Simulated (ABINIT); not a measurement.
**A GW chain in ABINIT: CsSnI3 (Pm-3m)**

Wanted: ground state, empty states, screening and self-energy for CsSnI3 (Pm-3m).

Method: PBE and many-body steps on it, plane waves, in ABINIT 10.8.3.

Most raw output is cut from this account.

## (1) The structure

The structure is cubic, space group Pm-3m (No. 221). The conventional cell has a = 6.286 Å, b = 6.286 Å, c = 6.286 Å, α = 90.00°, β = 90.00°, γ = 90.00°. Nearest to Cs lie 12 I at 4.45 Å. Nearest to Sn lie 6 I at 3.14 Å. Nearest to I lie 2 Sn at 3.14 Å and 4 Cs at 4.45 Å. Farther neighbours and most contacts between anions are not listed.

Structure file:

```cif
data_structure
_symmetry_space_group_name_H-M 'P 1'
_symmetry_Int_Tables_number 1
_cell_length_a 6.2862
_cell_length_b 6.2862
_cell_length_c 6.2862
_cell_angle_alpha 90.000
_cell_angle_beta 90.000
_cell_angle_gamma 90.000
_cell_volume 248.41
loop_
_atom_site_label
_atom_site_type_symbol
_atom_site_fract_x
_atom_site_fract_y
_atom_site_fract_z
_atom_site_occupancy
Cs1 Cs 0.50000 0.50000 0.50000 1
Sn2 Sn 0.00000 0.00000 0.00000 1
I3 I 0.50000 0.00000 0.00000 1
I4 I 0.00000 0.00000 0.50000 1
I5 I 0.00000 0.50000 0.00000 1
```

The cell and positions are those that the Materials Project relaxed with its own functionals (PBE, PBE+U or r2SCAN), kept fixed. Spin-orbit coupling is left out unless a step names it.

## (2) Ground state

This step: ABINIT 10.8.3; DFT, PBE, plane waves, norm-conserving pseudopotentials.

The ground-state density comes first.

The input, run.abi:

```
acell 3*1.0 Angstrom
rprim 
  6.286228000000 0.000000000000 0.000000000000
  0.000000000000 6.286228000000 0.000000000000
  0.000000000000 0.000000000000 6.286228000000
ntypat 3
znucl 55 50 53
natom 5
typat 1 2 3 3 3
xred 
  0.500000000000 0.500000000000 0.500000000000
  0.000000000000 0.000000000000 0.000000000000
  0.500000000000 0.000000000000 0.000000000000
  0.000000000000 0.000000000000 0.500000000000
  0.000000000000 0.500000000000 0.000000000000
pp_dirpath "pseudos"
pseudos "Cs.upf, Sn.upf, I.upf"
ecut 38
ngkpt 4 4 4
nshiftk 1
shiftk 0 0 0
kptopt 1
chksymbreak 0
nband 59
occopt 1
tolvrs 1e-10
nstep 60
prtwf 0
optforces 0
optstress 0
indata_prefix "in"
outdata_prefix "out"
tmpdata_prefix "tmp"
```

Command:

```bash
$ OMP_NUM_THREADS=1 mpirun -n 8 abinit run.abi > log
```

Wall time 3.3 min (8 MPI ranks of Intel Xeon Platinum 8488C (Sapphire Rapids), shared host); peak memory 1.4 GiB.

Numbers from this step:

* total energy: -32194.1175 eV
* gap: 0.4814 eV
* k of the valence top: 0.5, 0.5, 0.5
* k of the conduction bottom: 0.5, 0.5, 0.5
* least direct gap: 0.4814 eV

The gap is direct, at (0.500, 0.500, 0.500).

## (3) Bands along the symmetry lines

The cheap functional maps the bands first; the places of the edges decide which points the dearer methods must see.

The input, run.abi:

```
acell 3*1.0 Angstrom
rprim 
  6.286228000000 0.000000000000 0.000000000000
  0.000000000000 6.286228000000 0.000000000000
  0.000000000000 0.000000000000 6.286228000000
ntypat 3
znucl 55 50 53
natom 5
typat 1 2 3 3 3
xred 
  0.500000000000 0.500000000000 0.500000000000
  0.000000000000 0.000000000000 0.000000000000
  0.500000000000 0.000000000000 0.000000000000
  0.000000000000 0.000000000000 0.500000000000
  0.000000000000 0.500000000000 0.000000000000
pp_dirpath "pseudos"
pseudos "Cs.upf, Sn.upf, I.upf"
ecut 38
iscf -2
irdden 1
kptopt 0
nkpt 50
kpt 
  0.00000000 0.00000000 0.00000000
  0.00000000 0.06250000 0.00000000
  0.00000000 0.12500000 0.00000000
  0.00000000 0.18750000 0.00000000
  0.00000000 0.25000000 0.00000000
  0.00000000 0.31250000 0.00000000
  0.00000000 0.37500000 0.00000000
  0.00000000 0.43750000 0.00000000
  0.00000000 0.50000000 0.00000000
  0.06250000 0.50000000 0.00000000
  0.12500000 0.50000000 0.00000000
  0.18750000 0.50000000 0.00000000
  0.25000000 0.50000000 0.00000000
  0.31250000 0.50000000 0.00000000
  0.37500000 0.50000000 0.00000000
  0.43750000 0.50000000 0.00000000
  0.50000000 0.50000000 0.00000000
  0.43750000 0.43750000 0.00000000
  0.37500000 0.37500000 0.00000000
  0.31250000 0.31250000 0.00000000
  0.25000000 0.25000000 0.00000000
  0.18750000 0.18750000 0.00000000
  0.12500000 0.12500000 0.00000000
  0.06250000 0.06250000 0.00000000
  0.00000000 0.00000000 0.00000000
  0.06250000 0.06250000 0.06250000
  0.12500000 0.12500000 0.12500000
  0.18750000 0.18750000 0.18750000
  0.25000000 0.25000000 0.25000000
  0.31250000 0.31250000 0.31250000
  0.37500000 0.37500000 0.37500000
  0.43750000 0.43750000 0.43750000
  0.50000000 0.50000000 0.50000000
  0.43750000 0.50000000 0.43750000
  0.37500000 0.50000000 0.37500000
  0.31250000 0.50000000 0.31250000
  0.25000000 0.50000000 0.25000000
  0.18750000 0.50000000 0.18750000
  0.12500000 0.50000000 0.12500000
  0.06250000 0.50000000 0.06250000
  0.00000000 0.50000000 0.00000000
  0.50000000 0.50000000 0.50000000
  0.50000000 0.50000000 0.43750000
  0.50000000 0.50000000 0.37500000
  0.50000000 0.50000000 0.31250000
  0.50000000 0.50000000 0.25000000
  0.50000000 0.50000000 0.18750000
  0.50000000 0.50000000 0.12500000
  0.50000000 0.50000000 0.06250000
  0.50000000 0.50000000 0.00000000
istwfk *1
nband 60
nbdbuf 2
tolwfr 1e-08
nstep 40
prtwf 0
prtvol 0
indata_prefix "in"
outdata_prefix "out"
tmpdata_prefix "tmp"
```

Elapsed: 5.1 min, on 8 MPI ranks; peak memory 1.8 GiB; 41 min of CPU time.

This step gave:

```
gap                        : 0.4814 eV
k of the valence top       : 0.5, 0.5, 0.5
k of the conduction bottom : 0.5, 0.5, 0.5
least direct gap           : 0.4814 eV
```

The gap is 0.481 eV, as in the run before at this level.

The electronic bands at the labelled points (eV, zero at the top of the highest filled band):

```tsv
point	band 50	band 51	band 52	band 53	band 54	band 55	band 56	band 57
Γ	-2.09	-1.95	-1.95	-1.95	2.37	3.37	3.37	3.72
halfway	-2.16	-2.02	-2.02	-1.96	2.90	2.94	3.69	3.83
X	-2.23	-2.06	-2.06	-1.44	1.22	3.84	4.10	4.30
halfway	-2.21	-2.12	-1.80	-1.28	1.08	2.67	4.06	4.14
M	-2.37	-2.30	-1.55	-0.71	0.91	0.91	3.99	4.38
halfway	-2.14	-2.09	-1.90	-1.83	2.69	2.85	3.36	3.97
Γ	-2.09	-1.95	-1.95	-1.95	2.37	3.37	3.37	3.72
halfway	-2.02	-1.84	-1.84	-1.83	2.54	2.54	2.78	3.55
R	-1.54	-1.54	-1.54	0.00	0.48	0.48	0.48	3.22
halfway	-1.94	-1.85	-1.74	-1.20	0.91	2.42	2.63	3.81
X	-2.23	-2.06	-2.06	-1.44	1.22	3.84	4.10	4.30
jump to R	-1.54	-1.54	-1.54	0.00	0.48	0.48	0.48	3.22
halfway	-1.86	-1.86	-1.54	-0.61	0.71	0.71	2.42	3.66
M	-2.37	-2.30	-1.55	-0.71	0.91	0.91	3.99	4.38
```

## (4) Empty states on the mesh, 2×2×2 mesh, 213 bands

The sums over transitions need many empty states on a uniform mesh; this step solves for them.

The input, run.abi:

```
acell 3*1.0 Angstrom
rprim 
  6.286228000000 0.000000000000 0.000000000000
  0.000000000000 6.286228000000 0.000000000000
  0.000000000000 0.000000000000 6.286228000000
ntypat 3
znucl 55 50 53
natom 5
typat 1 2 3 3 3
xred 
  0.500000000000 0.500000000000 0.500000000000
  0.000000000000 0.000000000000 0.000000000000
  0.500000000000 0.000000000000 0.000000000000
  0.000000000000 0.000000000000 0.500000000000
  0.000000000000 0.500000000000 0.000000000000
pp_dirpath "pseudos"
pseudos "Cs.upf, Sn.upf, I.upf"
ecut 38
ngkpt 2 2 2
nshiftk 1
shiftk 0 0 0
kptopt 1
chksymbreak 0
iscf -2
irdden 1
istwfk *1
nband 213
nbdbuf 18
tolwfr 1e-09
nstep 60
prtvol 0
indata_prefix "in"
outdata_prefix "out"
tmpdata_prefix "tmp"
```

The job ended after 4.5 min (8 MPI ranks; peak memory 1.1 GiB; 36 min of CPU time).

This step gave:

```
gap                                                           : 0.4814 eV
k of the valence top                                          : 0.5, 0.5, 0.5
k of the conduction bottom                                    : 0.5, 0.5, 0.5
least direct gap                                              : 0.4814 eV
k points computed                                             : 4
lowest point of the top converged band, above the valence top : 32.96 eV
```

On this mesh the gap is 0.481 eV.

## (5) Screening, 2×2×2 mesh, 195 bands, screening to 87.1 eV

The RPA dielectric matrix is built and inverted for each q.

This step: RPA screening on PBE, plane waves, norm-conserving pseudopotentials.

Edit run.abi of step 4 so:

```diff
@@ -23,10 +23,11 @@
 chksymbreak 0
-iscf -2
-irdden 1
 istwfk *1
-nband 213
-nbdbuf 18
-tolwfr 1e-09
-nstep 60
-prtvol 0
+occopt 1
+irdwfk 1
+optdriver 3
+nband 195
+ecuteps 3.2
+inclvkb 2
+awtr 1
+symchi 1
 indata_prefix "in"
```

The job ended after 2 min (8 MPI ranks; peak memory 6.3 GiB; 16 min of CPU time).

This step gave:

| Property | Result |
| --- | --- |
| ε∞ with local fields, on this mesh, along the program's q direction | 107.2 |
| the same without local fields | 133.7 |
| plasma frequency | 24.26 eV |
| plane waves in the screening matrix | 461 |

Local fields lower ε∞ by 20 %. The value itself is an artefact of the mesh, where one narrow direct gap carries too much weight.

## (6) Self-energy, 2×2×2 mesh, 195 bands, screening to 87.1 eV

The self-energy is evaluated for the states that the input lists, and the levels follow from it, in one-shot runs by the linearised quasiparticle equation.

This step: G0W0 on PBE, plane waves, norm-conserving pseudopotentials.

Edit run.abi of step 5 so:

```diff
@@ -26,8 +26,17 @@
 irdwfk 1
-optdriver 3
+optdriver 4
 nband 195
+gwcalctyp 0
+ecutsigx 38
+symsigma 1
+nkptgw 2
+kptgw 
+  0.5000000000 0.5000000000 0.5000000000
+  0.0000000000 0.0000000000 0.0000000000
+bdgw 
+  50 56
+  51 56
 ecuteps 3.2
-inclvkb 2
-awtr 1
-symchi 1
+irdscr 1
+ppmodel 1
 indata_prefix "in"
```

It took 21 s on 8 MPI ranks; peak memory 4.7 GiB; 2.8 min of CPU time.

This step gave:

```
G0W0 gap on the points computed              : 0.8810 eV
starting gap on the mesh                     : 0.4814 eV
k of the valence top                         : 0.5, 0.5, 0.5
k of the conduction bottom                   : 0.5, 0.5, 0.5
Z at the valence top                         : 0.79
Z at the conduction bottom                   : 0.794
least direct G0W0 gap on the computed points : 0.8810 eV
```

The gap on the mesh goes from 0.48 eV to 0.88 eV, a correction of +0.40 eV.

Limits: finite bands, cutoff and mesh; no spin-orbit coupling; coarse k mesh. v1 is the top filled band, c1 the lowest empty one. Levels before and after the correction, in eV, zero at the valence-band top of each column:

```tsv
	conduction bottom	valence top
Kohn-Sham	0.48	0.00
G0W0	0.88	0.00
```

```tsv
	level	energy (eV)
Kohn-Sham	(0.5 0.5 0.5) v4-v2	-1.536
Kohn-Sham	(0.5 0.5 0.5) v1	0.000
Kohn-Sham	(0.5 0.5 0.5) c1-c3	0.481
G0W0	(0.5 0.5 0.5) v4-v2	-1.990
G0W0	(0.5 0.5 0.5) v1	0.000
G0W0	(0.5 0.5 0.5) c1-c3	0.881
```

## (7) Where the time went

Times are wall times on 8 MPI ranks of Intel Xeon Platinum 8488C (Sapphire Rapids), shared host, good to a factor of about two.

```tsv
step	time	share	memory (GiB)
ground state	3.3 min	22 %	1.4
bands along the symmetry lines	5.1 min	33 %	1.8
empty states on the mesh	4.5 min	29 %	1.1
screening	2 min	13 %	6.3
self-energy	21 s	2 %	4.7
```

## (8) Summary of results

| Property | Result |
| --- | --- |
| PBE gap | 0.48 eV, direct |
| G0W0 gap on the mesh | 0.88 eV |
| GW settings | 2×2×2 mesh, 195 bands, screening to 87.1 eV, Godby-Needs plasmon pole |
| known limits | not at the basis limit; screening runs away on this mesh; no spin-orbit coupling; coarse k mesh |

In words: G0W0 moves the gap on the mesh from 0.48 eV to 0.88 eV (+0.40 eV), with Z of 0.79 and 0.79 at the edges. Local fields lower the RPA ε∞ on this mesh from 133.71 to 107.16; a Γ-centred mesh this coarse tends to raise both, most where the direct gap is narrow, while a short band sum lowers them. Only 2 of the mesh's irreducible points were corrected, so a valley elsewhere could overtake. Bands and cutoff are finite, so the gap is not at the basis limit. The miss can reach some tenths of an eV and take either sign; the mesh is an error of its own. In the G0W0 run levels were corrected at 2 k points alone, so a gap called «on the mesh» is the least over those, and an edge elsewhere would be missed. The 2×2×2 mesh is coarse for this cell, which bears on the long-range parts of exchange and screening. This is the ideal cubic cell; many perovskites, halides above all, are cubic only on average, and local tilts or off-centring can widen the gap. On this mesh the RPA ε∞ passes 90, more than nearly any semiconductor shows; a coarse mesh does this where one point with a narrow direct gap carries much weight. The screening is then too strong, and the G0W0 gap should not be taken as the material's. The many-body steps are scalar-relativistic: spin-orbit coupling is not in them.

[Paths, hosts, dates, memory and timing lines, banners, echoed tables and standing remarks are left out of the program output.]

[Logs are printed without paths, hosts, clocks, repeated set-up lines and the standing remarks that a program may print on its own settings, such as how far it seeks lower states.]

[Runs of the session that timed out or met a known fault of the program may be left out.]

[Hosts, paths, dates, database ids (printed as entryN), source tags and the programs' standing remarks are cut or masked in the printed files.]

[G0W0 gaps are taken among the corrected bands and points alone; a level outside them can change the order at an edge.]

[Where Ansatz stands beside ABINIT at settings called matched, ABINIT's density can come from a denser mesh and the files from another edition; pairs whose starting gaps differed by over 0.03 eV were left out, so agreement reads better than it is.]
